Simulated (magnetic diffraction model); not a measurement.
**Moment size from magnetic intensity in TiNbFe2Sn**

Space group P3m1 (no. 156), a = 4.1310 Å, c = 5.2870 Å.

```csv
site,atom,x,y,z
1a,Sn,0,0,0.1772
1b,Nb,1/3,2/3,0.8185
1c,Fe,2/3,1/3,0.5032
1a,Fe,0,0,0.6627
1b,Ti,1/3,2/3,0.3396
```

This is a made-up structure (elements placed in a structure type, unrelaxed), so the numbers test the method and describe no known phase.

Only Fe is taken to order (form factors of Fe2+); orders and moment sizes are assumed, and not adapted to the symmetry. Radiation: neutrons of λ = 2.52 Å, 2° to 90°; isotropic B of 0.56 Å² (Sn), 0.46 Å² (Nb), 0.61 Å² (Fe) and 0.67 Å² (Ti). The intensities are simulated: I ∝ L Σ (|F_N|² + |F_M⊥|²) for unpolarised neutrons, with F_M = 2.695 fm/μB × Σ f(s) S exp(2πi Q·r) exp(−B s²) at Q = H ± k (one set where k and −k are equivalent), only the part normal to Q counting and L = 1/(sin²θ cos θ). For a modulated order the moment at position r is S exp(−2πi k·r) + c.c., with S = m/2 for a sine wave of amplitude m and S = m(u + iv)/2 for moments turning in a plane, u and v being orthogonal unit vectors in it; the phase factor of the sum at Q = H + k is then exp(2πi H·r). Form factors are spin-only for 3d ions and dipole or tabulated for f ions, scattering lengths are Sears's of 1992, and absorption is left out. A label names one of the reflections at its angle. The strongest nuclear line in the range is 100, and lines under 0.2 are left out.

In a first state the assumed order is k = (0 1/5 0), a sine wave with moments along [001] (amplitudes given), 1.38 μB on Fe; signs + at (2/3, 1/3, 0.5032), + at (0, 0, 0.6627), with this pattern:

```
2θ (°)       index  nuclear  magnetic
  8.08   (0 1/5 0)      0.0      30.4
 27.57     (0 0 1)     37.8       0.0
 28.78   (0 1/5 1)      0.0       0.3
 32.73   (0 4/5 0)      0.0       0.4
 37.66  (1 -1/5 0)      0.0       0.6
 41.24     (1 0 0)     30.3       0.0
 43.31   (0 4/5 1)      0.0       0.3
 46.18   (1 1/5 0)      0.0       0.3
 47.31  (1 -4/5 1)      0.0       0.6
 50.33     (1 0 1)     86.2       0.0
 54.63  (1 1/5 -1)      0.0       0.4
 56.93     (0 0 2)      7.1       0.0
 66.75   (1 4/5 0)      0.0       0.5
 72.69     (1 0 2)    100.0       0.0
 73.67   (1 4/5 1)      0.0       0.5
 75.18     (1 1 0)     87.1       0.0
```
(The table stops after 16 lines; 5 more lie at higher angle.)

**Question.** Nearer the ordering temperature the line at 8.08° has total intensity 2.7 on the same scale, and all moments have shrunk alike. How large is the Fe moment?

The nuclear part, 0.0, stays, so the magnetic part is 2.7 against 30.4. It goes as m², so m = 1.38 × √(2.7/30.4) = 0.41 μB; the value used was 0.41 μB.

[Logs are printed without paths, hosts, clocks, repeated set-up lines and the standing remarks that a program may print on its own settings, such as how far it seeks lower states.]
